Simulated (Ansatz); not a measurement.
# Work function of V(100): what the settings cost and change, part 2 of 2

How thick a slab and how much vacuum does the work function of V(100) need?

Ansatz 0.2.0; plane-wave DFT, PBE, Ansatz PAW.

So far, work function, upper face (eV): step 2 (slab, setting 1 layer) 4.16; step 4 (slab, 3 atoms) 3.82; step 5 (run, 4 atoms) 3.86; step 6 (slab, 5 atoms) 3.84; step 7 (slab, 6 atoms) 3.85.

**8. Slab, 8 atoms**

System of this step: V(100). The cell holds 8 atoms: 8 V. Its edges and angles: a = 3.020 Å, b = 3.020 Å, c = 28.570 Å, α = 90.0°, β = 90.0°, γ = 90.0°. Vacuum lies along c.

File input.yaml:

```yaml
crystal:
  lattice:
    - [3.02, 0.0, 0.0]
    - [0.0, 3.02, 0.0]
    - [0.0, 0.0, 28.57]
  atoms:
    - { symbol: V, position: [0.5, 0.5, 0.3150157508] }
    - { symbol: V, position: [0.0, 0.0, 0.3678683934] }
    - { symbol: V, position: [0.5, 0.5, 0.4207210361] }
    - { symbol: V, position: [0.0, 0.0, 0.4735736787] }
    - { symbol: V, position: [0.5, 0.5, 0.5264263213] }
    - { symbol: V, position: [0.0, 0.0, 0.5792789639] }
    - { symbol: V, position: [0.5, 0.5, 0.6321316066] }
    - { symbol: V, position: [0.0, 0.0, 0.6849842492] }
kpoints:
  mp_grid: { grid: [14, 14, 1] }
hamiltonian:
  xc: pbe
scf:
  occupations: { method: fermi_dirac, width: 0.1 }
  convergence: { dr2_threshold: 1.0e-09 }
efield:
  axis: 3
  dipole_correction: true
  ramp_position: 0.97
  ramp_width: 0.06
output:
  write_potential: true
  write_density: true
  volumetric_format: npy
```

The run is started by

```console
$ ansatz run input.yaml --threads 2 --pin off --max-ram 3072MiB --backend cpu --events-out ev --progress --plain --runs-dir out
```

Numbers of over 12 decimals in the logs are rounded to 6 here.

What it wrote:

```text
[...]
Crystal: 8 atoms, lattice volume = 260.570 Å³
Basis set: ecut = 420 eV, 5015 PW (Γ)
Bands: 63, of which v1, the nominal top of the filled ones, is band 52 counted from 1 (51 counted from 0)
Symmetry: 8 space group operations
k-points: 36 of 196
[...]
k-point 0: bands = [... 48 lower, 5.0254, 5.0442, 5.0442, 5.1595, 5.1595, 5.1892, 5.3370, 5.3370, ... 7 higher]
  k-point 1: bands = [... 48 lower, 4.9377, 4.9633, 5.0586, 5.0854, 5.0900, 5.1682, 5.2364, 5.2756, ... 7 higher]
  k-point 2: bands = [... 48 lower, 4.7112, 4.8172, 4.8587, 4.9258, 5.0534, 5.2493, 5.2534, 5.3492, ... 7 higher]
  k-point 35: bands = [... 48 lower, 3.9107, 3.9107, 4.5292, 4.5292, 5.4086, 5.4086, 6.3187, 6.3187, ... 7 higher]
[key lines of the parts left out:]
SCF converged after 12 iterations
Free energy (F): -23296.437401 eV
Fermi energy:    4.777049 eV
Dipole field:    D = -0.000000 V/Å  (p = -0.000001 e·Å, saw-weighted, corrected)
Work function:   Φ+ = 3.8545 eV   Φ− = 3.8546 eV
```

Elapsed: 53 s, on 2 threads of Intel Xeon 6975P-C (Granite Rapids), shared host; peak memory 0.91 GiB; 92 s of CPU time.

The work function is 3.855 eV, +0.008 eV from the run “6 layers”, at 2.2 times its CPU time.

**9. Run, 10 atoms**

System of this step: V(100). The cell holds 10 atoms: 10 V. Its edges and angles: a = 3.020 Å, b = 3.020 Å, c = 31.590 Å, α = 90.0°, β = 90.0°, γ = 90.0°. Vacuum lies along c.

input.yaml, the sections that differ from step 8:

```yaml
crystal:
  lattice:
    - [3.02, 0.0, 0.0]
    - [0.0, 3.02, 0.0]
    - [0.0, 0.0, 31.59]
  atoms:
    - { symbol: V, position: [0.5, 0.5, 0.2849002849] }
    - { symbol: V, position: [0.0, 0.0, 0.3327002216] }
    - { symbol: V, position: [0.5, 0.5, 0.3805001583] }
    - { symbol: V, position: [0.0, 0.0, 0.428300095] }
    - { symbol: V, position: [0.5, 0.5, 0.4761000317] }
    - { symbol: V, position: [0.0, 0.0, 0.5238999683] }
    - { symbol: V, position: [0.5, 0.5, 0.571699905] }
    - { symbol: V, position: [0.0, 0.0, 0.6194998417] }
    - { symbol: V, position: [0.5, 0.5, 0.6672997784] }
    - { symbol: V, position: [0.0, 0.0, 0.7150997151] }
# kpoints, hamiltonian, scf, efield, output: as in step 8
```

What it wrote:

```text
[...]
Crystal: 10 atoms, lattice volume = 288.113 Å³
Basis set: ecut = 420 eV, 5553 PW (Γ)
Bands: 78, of which v1, the nominal top of the filled ones, is band 65 counted from 1 (64 counted from 0)
Symmetry: 8 space group operations
k-points: 36 of 196
[...]
k-point 0: bands = [... 61 lower, 6.1186, 6.2438, 6.2438, 6.2678, 6.2678, 6.2686, 6.3126, 6.3690, ... 9 higher]
  k-point 1: bands = [... 61 lower, 6.0650, 6.1206, 6.1478, 6.2158, 6.2661, 6.2727, 6.2830, 6.2959, ... 9 higher]
  k-point 2: bands = [... 61 lower, 5.8719, 5.8965, 6.0327, 6.1263, 6.1700, 6.1748, 6.4358, 6.4465, ... 9 higher]
  k-point 35: bands = [... 61 lower, 4.9350, 5.3812, 5.3812, 6.0008, 6.0008, 6.7602, 6.7602, 7.4022, ... 9 higher]
[key lines of the parts left out:]
SCF converged after 13 iterations
Free energy (F): -29121.308863 eV
Fermi energy:    5.864138 eV
Dipole field:    D = 0.000001 V/Å  (p = 0.000001 e·Å, saw-weighted, corrected)
Work function:   Φ+ = 3.8552 eV   Φ− = 3.8552 eV
```

Elapsed: 82 s, on 2 threads; peak memory 1.1 GiB; 2.5 min of CPU time.

The work function is 3.855 eV, +0.001 eV from the run “8 layers”, at 1.6 times its CPU time.

**10. Run, 13 atoms**

System of this step: V(100). The cell holds 13 atoms: 13 V. Its edges and angles: a = 3.020 Å, b = 3.020 Å, c = 36.120 Å, α = 90.0°, β = 90.0°, γ = 90.0°. Vacuum lies along c.

input.yaml, the sections that differ from step 9:

```yaml
crystal:
  lattice:
    - [3.02, 0.0, 0.0]
    - [0.0, 3.02, 0.0]
    - [0.0, 0.0, 36.12]
  atoms:
    - { symbol: V, position: [0.0, 0.0, 0.2491694352] }
    - { symbol: V, position: [0.5, 0.5, 0.2909745293] }
    - { symbol: V, position: [0.0, 0.0, 0.3327796235] }
    - { symbol: V, position: [0.5, 0.5, 0.3745847176] }
    - { symbol: V, position: [0.0, 0.0, 0.4163898117] }
    - { symbol: V, position: [0.5, 0.5, 0.4581949059] }
    - { symbol: V, position: [0.0, 0.0, 0.5] }
    - { symbol: V, position: [0.5, 0.5, 0.5418050941] }
    - { symbol: V, position: [0.0, 0.0, 0.5836101883] }
    - { symbol: V, position: [0.5, 0.5, 0.6254152824] }
    - { symbol: V, position: [0.0, 0.0, 0.6672203765] }
    - { symbol: V, position: [0.5, 0.5, 0.7090254707] }
    - { symbol: V, position: [0.0, 0.0, 0.7508305648] }
# kpoints, hamiltonian, scf, efield, output: as in step 9
```

What it wrote:

```text
[...]
Crystal: 13 atoms, lattice volume = 329.429 Å³
Basis set: ecut = 420 eV, 6345 PW (Γ)
Bands: 102, of which v1, the nominal top of the filled ones, is band 85 counted from 1 (84 counted from 0)
Symmetry: 8 space group operations
k-points: 36 of 196
[...]
k-point 0: bands = [... 81 lower, 7.5357, 7.5357, 7.5529, 7.5598, 7.5598, 7.6111, 7.6847, 7.6961, ... 13 higher]
  k-point 1: bands = [... 81 lower, 7.4682, 7.4694, 7.4811, 7.5193, 7.5621, 7.5701, 7.5952, 7.6650, ... 13 higher]
  k-point 2: bands = [... 81 lower, 7.2778, 7.2859, 7.3965, 7.4877, 7.4925, 7.5194, 7.7325, 7.7376, ... 13 higher]
  k-point 35: bands = [... 81 lower, 6.6742, 6.6742, 7.1372, 7.1372, 7.6884, 7.6884, 8.2867, 8.2867, ... 13 higher]
[key lines of the parts left out:]
SCF converged after 13 iterations
Free energy (F): -37858.619136 eV
Fermi energy:    7.150899 eV
Dipole field:    D = -0.000000 V/Å  (p = -0.000000 e·Å, saw-weighted, corrected)
Work function:   Φ+ = 3.8547 eV   Φ− = 3.8548 eV
```

Elapsed: 2.5 min, on 2 threads; peak memory 1.5 GiB.

The work function is 3.855 eV, -0.000 eV from the run “10 layers”, at 2.0 times its CPU time.

**11. Run, 7 atoms**

System of this step: V(100). The cell holds 7 atoms: 7 V. Cell: a = 3.020 Å, b = 3.020 Å, c = 19.060 Å, α = 90.0°, β = 90.0°, γ = 90.0°. Vacuum lies along c.

input.yaml, the sections that differ from step 10:

```yaml
crystal:
  lattice:
    - [3.02, 0.0, 0.0]
    - [0.0, 3.02, 0.0]
    - [0.0, 0.0, 19.06]
  atoms:
    - { symbol: V, position: [0.0, 0.0, 0.2623294858] }
    - { symbol: V, position: [0.5, 0.5, 0.3415529906] }
    - { symbol: V, position: [0.0, 0.0, 0.4207764953] }
    - { symbol: V, position: [0.5, 0.5, 0.5] }
    - { symbol: V, position: [0.0, 0.0, 0.5792235047] }
    - { symbol: V, position: [0.5, 0.5, 0.6584470094] }
    - { symbol: V, position: [0.0, 0.0, 0.7376705142] }
# kpoints, hamiltonian, scf, efield, output: as in step 10
```

What it wrote:

```text
[...]
Crystal: 7 atoms, lattice volume = 173.835 Å³
Basis set: ecut = 420 eV, 3351 PW (Γ)
Bands: 55, of which v1, the nominal top of the filled ones, is band 46 counted from 1 (45 counted from 0)
Symmetry: 8 space group operations
k-points: 36 of 196
[...]
k-point 0: bands = [... 42 lower, 7.7420, 7.7745, 7.7745, 7.7993, 7.8962, 7.8962, 7.9105, 8.1297, ... 5 higher]
  k-point 1: bands = [... 42 lower, 7.6340, 7.6875, 7.7691, 7.7853, 7.8858, 7.8978, 7.9159, 8.0968, ... 5 higher]
  k-point 2: bands = [... 42 lower, 7.4285, 7.5018, 7.6159, 7.7008, 7.7402, 8.0779, 8.0846, 8.0891, ... 5 higher]
  k-point 35: bands = [... 42 lower, 6.4250, 7.0078, 7.0078, 7.9399, 7.9399, 9.0353, 9.0420, 9.4809, ... 5 higher]
[key lines of the parts left out:]
SCF converged after 12 iterations
Free energy (F): -20383.993847 eV
Fermi energy:    7.507198 eV
Dipole field:    D = 0.000000 V/Å  (p = 0.000000 e·Å, saw-weighted, corrected)
Work function:   Φ+ = 3.8463 eV (in doubt: plateau slope 6.1e-2 eV/Å)   Φ− = 3.8497 eV (in doubt: plateau slope 4.4e-2 eV/Å)
```

Wall time 33 s (2 threads); peak memory 0.66 GiB.

The work function is 3.846 eV. The program marks this work function as in doubt.

**12. Run, 7 atoms (run 2)**

The cell differs from the one that the last finished run ended in (c 19.060 → 23.060 Å).

input.yaml, the sections that differ from step 11:

```yaml
crystal:
  lattice:
    - [3.02, 0.0, 0.0]
    - [0.0, 3.02, 0.0]
    - [0.0, 0.0, 23.06]
  atoms:
    - { symbol: V, position: [0.0, 0.0, 0.303555941] }
    - { symbol: V, position: [0.5, 0.5, 0.369037294] }
    - { symbol: V, position: [0.0, 0.0, 0.434518647] }
    - { symbol: V, position: [0.5, 0.5, 0.5] }
    - { symbol: V, position: [0.0, 0.0, 0.565481353] }
    - { symbol: V, position: [0.5, 0.5, 0.630962706] }
    - { symbol: V, position: [0.0, 0.0, 0.696444059] }
# kpoints, hamiltonian, scf, efield, output: as in step 11
```

What it wrote:

```text
[...]
Crystal: 7 atoms, lattice volume = 210.316 Å³
Basis set: ecut = 420 eV, 4037 PW (Γ)
Bands: 55, of which v1, the nominal top of the filled ones, is band 46 counted from 1 (45 counted from 0)
Symmetry: 8 space group operations
k-points: 36 of 196
[...]
k-point 0: bands = [... 42 lower, 5.7714, 5.8039, 5.8039, 5.8287, 5.9256, 5.9256, 5.9399, 6.1592, ... 5 higher]
  k-point 1: bands = [... 42 lower, 5.6634, 5.7169, 5.7985, 5.8146, 5.9152, 5.9291, 5.9431, 6.1262, ... 5 higher]
  k-point 2: bands = [... 42 lower, 5.4579, 5.5336, 5.6453, 5.7302, 5.7694, 6.1073, 6.1135, 6.1190, ... 5 higher]
  k-point 35: bands = [... 42 lower, 4.4543, 5.0372, 5.0372, 5.9693, 5.9693, 7.0647, 7.0714, 7.5102, ... 5 higher]
[key lines of the parts left out:]
SCF converged after 11 iterations
Free energy (F): -20383.993672 eV
Fermi energy:    5.536579 eV
Dipole field:    D = -0.000000 V/Å  (p = -0.000000 e·Å, saw-weighted, corrected)
Work function:   Φ+ = 3.8564 eV   Φ− = 3.8564 eV
```

The job ended after 34 s (2 threads; peak memory 0.75 GiB).

The work function is 3.856 eV, +0.010 eV from the run “7 layers, 10 Å of vacuum”, at 1.1 times its CPU time.

**13. Run, 7 atoms (run 3)**

The cell differs from the one that the last finished run ended in (c 23.060 → 35.060 Å).

input.yaml, the sections that differ from step 12:

```yaml
crystal:
  lattice:
    - [3.02, 0.0, 0.0]
    - [0.0, 3.02, 0.0]
    - [0.0, 0.0, 35.06]
  atoms:
    - { symbol: V, position: [0.0, 0.0, 0.3707929264] }
    - { symbol: V, position: [0.5, 0.5, 0.4138619509] }
    - { symbol: V, position: [0.0, 0.0, 0.4569309755] }
    - { symbol: V, position: [0.5, 0.5, 0.5] }
    - { symbol: V, position: [0.0, 0.0, 0.5430690245] }
    - { symbol: V, position: [0.5, 0.5, 0.5861380491] }
    - { symbol: V, position: [0.0, 0.0, 0.6292070736] }
# kpoints, hamiltonian, scf, efield, output: as in step 12
```

What it wrote:

```text
[...]
Crystal: 7 atoms, lattice volume = 319.761 Å³
Basis set: ecut = 420 eV, 6133 PW (Γ)
Bands: 55, of which v1, the nominal top of the filled ones, is band 46 counted from 1 (45 counted from 0)
Symmetry: 8 space group operations
k-points: 36 of 196
[...]
k-point 0: bands = [... 42 lower, 2.5564, 2.5890, 2.5890, 2.6137, 2.7106, 2.7106, 2.7250, 2.9442, ... 5 higher]
  k-point 1: bands = [... 42 lower, 2.4484, 2.5020, 2.5835, 2.5996, 2.7002, 2.7142, 2.7281, 2.9112, ... 5 higher]
  k-point 2: bands = [... 42 lower, 2.2430, 2.3187, 2.4303, 2.5152, 2.5544, 2.8924, 2.8984, 2.9042, ... 5 higher]
  k-point 35: bands = [... 42 lower, 1.2394, 1.8222, 1.8222, 2.7543, 2.7543, 3.8497, 3.8564, 4.2953, ... 5 higher]
[key lines of the parts left out:]
SCF converged after 11 iterations
Free energy (F): -20383.993614 eV
Fermi energy:    2.321605 eV
Dipole field:    D = 0.000000 V/Å  (p = 0.000000 e·Å, saw-weighted, corrected)
Work function:   Φ+ = 3.8565 eV   Φ− = 3.8565 eV
```

Wall time 61 s (2 threads); peak memory 0.97 GiB; 2 min of CPU time.

The work function is 3.857 eV, +0.000 eV from the run “7 layers, 14 Å of vacuum”, at 1.9 times its CPU time.

**14. Side by side**

Times are for 2 threads of Intel Xeon 6975P-C (Granite Rapids), shared host. Results by setting:

| no. | setting | work function, upper face (eV) | time | memory (GiB) |
| --- | --- | --- | --- | --- |
| 1 | 1 layer | 4.165 | 5.4 s | 0.48 |
| 2 | 2 layers | 3.936 | 10 s | 0.49 |
| 3 | 3 layers | 3.819 | 15 s | 0.53 |
| 4 | 4 layers | 3.856 | 18 s | 0.57 |
| 5 | 5 layers | 3.845 | 26 s | 0.64 |
| 6 | 6 layers | 3.847 | 21 s | 0.73 |
| 7 | 8 layers | 3.855 | 53 s | 0.91 |
| 8 | 10 layers | 3.855 | 82 s | 1.1 |
| 9 | 13 layers | 3.855 | 2.5 min | 1.5 |
| 10 | 7 layers, 10 Å of vacuum | 3.846 | 33 s | 0.66 |
| 11 | 7 layers, 14 Å of vacuum | 3.856 | 34 s | 0.75 |
| 12 | 7 layers, 26 Å of vacuum | 3.857 | 61 s | 0.97 |

**15. The same run with other settings**

System of this step: V(100) monolayer. The cell holds 1 atom: 1 V. Its edges and angles: a = 3.020 Å, b = 3.020 Å, c = 18.000 Å, α = 90.0°, β = 90.0°, γ = 90.0°. Vacuum lies along c.

An input spoilt on purpose, to show how the run answers: it repeats the earlier run “1 layer” with basis.ecutrho_ratio to 0, and scf.max_iter set to 75; its output block differs too.

input.yaml, the sections that differ from step 13:

```yaml
crystal:
  lattice:
    - [3.02, 0.0, 0.0]
    - [0.0, 3.02, 0.0]
    - [0.0, 0.0, 18.0]
  atoms:
    - { symbol: V, position: [0.5, 0.5, 0.5] }
scf:
  occupations: { method: fermi_dirac, width: 0.1 }
  convergence: { dr2_threshold: 1.0e-09 }
  max_iter: 75
basis:
  ecutrho_ratio: 0
# kpoints, hamiltonian, efield, output: as in step 13
```

What it wrote:

```text
Error: invalid value for `basis.ecutrho_ratio`: must be in [1, 1024]; got 0
```

Elapsed: 0.08 s, on 2 threads; peak memory 0.09 GiB.

The input was rejected at the start.

The program's message: “Error: invalid value for `basis.ecutrho_ratio`: must be in [1, 1024]; got 0”

The fault put into the input: a density cutoff under four times the waves'.

**16. Outcome**

```
work function, 1 layer   : 4.165 eV
work function, 3 layers  : 3.819 eV
work function, 6 layers  : 3.847 eV
work function, 13 layers : 3.855 eV
```

In words: The thickest slab gives 3.85 eV, and the settings tried spread the value from 3.82 to 4.16 eV. At 18 Å of vacuum, the slabs from 3 layers on stay within 0.04 eV of the thickest. Going from 10 to 26 Å of vacuum moves it by 0.010 eV. The program marks the value as in doubt in “7 layers, 10 Å of vacuum”. The ladder's slabs use the tabulated experimental lattice constant (two decimals; a low-temperature value for the alkali metals). This open face is not relaxed here, and relaxation moves such faces by up to a few tenths of an eV. The main runs have no spin polarisation; a magnetic state could lie lower and would change these results. In 2 runs of the series (7 layers, 10 Å of vacuum and 7 layers, 14 Å of vacuum) the program warns that electrons reach the sawtooth's ramp, which makes dipole and work function less sure.

[Logs are printed without paths, hosts, clocks, repeated set-up lines and the standing remarks that a program may print on its own settings, such as how far it seeks lower states.]

[Hosts, paths, dates, database ids (printed as entryN), source tags and the programs' standing remarks are cut or masked in the printed files.]

[Maps of the electrostatic potential energy from Ansatz leave out the sawtooth potential of an applied field or a dipole correction, so their vacuum need not be flat; planar profiles and work functions include it.]
